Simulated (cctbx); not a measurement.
# Diagnosing a refinement

Cell a = 8.3600 Å, b = 10.9700 Å, c = 9.2590 Å, α = 90.00°, β = 114.75°, γ = 90.00°; space group C2/c (no. 15). The compound is CaAlMoS5.

The data are simulated with cctbx, not measured: Ga Kα, λ = 1.3414 Å, to d = 0.8 Å, 50 % of the full sphere, strongest reflection 5000 counts, noise from counting, a 3 % proportional error and a noise floor of 15 counts (s.d.); no absorption.

An isotropic refinement with weights 1/σ² prints:

```text
Rint 0.058, 731 unique reflections to 0.80 A
cycle     R1     wR2    GooF  max shift (A)
   1  0.1922  0.3851   5.325   0.05133
  12  0.0457  0.1141   1.578   0.02959
final R1 0.0458 wR2 0.1144 GooF 1.582  parameters 19  data/parameter 38.5
atom        x        y        z      Ueq    occ   su(xyz)  su(Uiso or U11)
Mo1    0.00000  0.00000  0.00000   0.0138  1.000  0.00000  0.0003
Ca1    0.50000  0.83030  0.75000   0.0126  1.000  0.00030  0.0007
S1     0.30651  0.05676  0.59048   0.0143  1.000  0.00035  0.0006
S2     0.39482  0.70659  0.38916   0.0141  1.000  0.00036  0.0006
S3     0.50000  0.57472  0.75000   0.0175  1.000  0.00036  0.0008
Al1    0.50000  0.18640  0.75000   0.0160  1.000  0.00048  0.0011
Al2    0.17551  0.07408  0.89335   0.3482  1.000  0.00499  0.0153
difference map: max 1.87 min -2.57 rms 0.47
Q1    0.2137  0.4608  0.8053    8    1.94  1.48 A from S1
Q2    0.1372  0.4579  0.8545    8    1.76  1.21 A from S1
Q3    0.1354  0.4676  0.9603    8    1.57  1.27 A from S1
Q4    0.1395  0.3073  0.8896    8    1.57  1.35 A from Ca1
Q5    0.1984  0.3444  0.8310    8    1.55  1.52 A from Ca1
Q6    0.0998  0.1001  0.6948    8    1.53  1.18 A from S3
```

Q: Accept it or mend it, and why?

Mend it. The fault: spurious atom: Al2. Against the right model at the same level, R1 goes from 0.0360 to 0.0458 and GooF from 0.93 to 1.58 and Al2 takes U = 0.35 Å². A site with no density behind it hides by a very large U or drifts. The fit had not settled when the cycles ran out.

The compound is CaAlMoS5. The right model at the same level gives:

```text
Rint 0.058, 731 unique reflections to 0.80 A
cycle     R1     wR2    GooF  max shift (A)
   1  0.1151  0.2068   2.851   0.08976
   2  0.0360  0.0674   0.930   0.00001
final R1 0.0360 wR2 0.0674 GooF 0.930  parameters 15  data/parameter 48.7
atom        x        y        z      Ueq    occ   su(xyz)  su(Uiso or U11)
Mo1    0.00000  0.00000  0.00000   0.0136  1.000  0.00000  0.0002
Ca1    0.50000  0.83033  0.75000   0.0125  1.000  0.00017  0.0004
S1     0.30648  0.05672  0.59037   0.0142  1.000  0.00021  0.0003
S2     0.39482  0.70663  0.38922   0.0140  1.000  0.00021  0.0003
S3     0.50000  0.57474  0.75000   0.0173  1.000  0.00021  0.0005
Al1    0.50000  0.18645  0.75000   0.0158  1.000  0.00028  0.0007
difference map: max 1.73 min -1.57 rms 0.38
Q1    0.1384  0.3041  0.8891    8    1.81  1.35 A from Ca1
Q2    0.2140  0.4606  0.8019    8    1.63  1.51 A from S1
Q3    0.1987  0.3410  0.8321    8    1.40  1.51 A from Ca1
Q4    0.1013  0.1005  0.6956    8    1.34  1.19 A from S3
Q5    0.2286  0.3923  0.6621    8    1.29  2.25 A from S2
Q6    0.0046  0.3171  0.5618    8    1.27  1.76 A from Ca1
```

Isotropic U is held between 0.0001 and 1 Å² by the program, and listed peak heights are interpolated, so they can pass the grid's maximum.

The model is made up (kin elements in a known structure type, no relaxation), so it says nothing on whether the phase exists.

[Middle refinement cycles are left out of these outputs.]

[Logs are printed without paths, hosts, clocks, repeated set-up lines and the standing remarks that a program may print on its own settings, such as how far it seeks lower states.]
